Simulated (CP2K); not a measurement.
Two runs for the O K edge of acetyloxirane. Run A: CP2K XAS_TDP, all-electron GAPW, PBEh(45%), aug-cc-pVDZ, TDA, no relativity. Run B differs in one setting.

First lines with a strength over 0.0015. A:

```tsv
atom	energy (eV)	states	strength, one atom
O3 (bonded to C)	526.43	1	0.0435
	532.14	1	0.0023
	532.91	1	0.0019
	534.03	1	0.0022
	534.33	1	0.0037
O6 (bonded to 2 C)	530.18	1	0.0320
	531.14	1	0.0372
	532.53	1	0.0021
	533.00	1	0.0042
	533.23	1	0.0086
```

B:

```tsv
atom	energy (eV)	states	strength, one atom
O3 (bonded to C)	532.07	1	0.0489
	539.16	1	0.0039
	539.90	1	0.0057
	540.15	1	0.0018
	540.78	1	0.0019
O6 (bonded to 2 C)	536.12	1	0.0460
	536.89	1	0.0478
	539.47	1	0.0019
	540.00	1	0.0053
	540.16	1	0.0036
```

**Question.** Which was it: scalar relativity switched on, the functional, GW2X switched on, the basis?

The functional (functional from PBEh(45%) to PBEh(60%); the lines alone don't name the new value). A functional moves all lines by electronvolts and changes their spacings and strengths. Against PBEh(45%) in aug-cc-pVDZ, the leading lines move by +5.64 eV (O3, to 532.07) and +5.94 eV (O6, to 536.12); the strength of O3's goes from 0.0435 to 0.0489. The next line of O3 over the strength cut lies 7.09 eV higher, against 5.71.

[Banner, clock and machine lines of the logs are left out without a mark of their own.]

[Logs are printed without paths, hosts, clocks, repeated set-up lines and the standing remarks that a program may print on its own settings, such as how far it seeks lower states.]

[Hosts, paths, dates, database ids (printed as entryN), source tags and the programs' standing remarks are cut or masked in the printed files.]
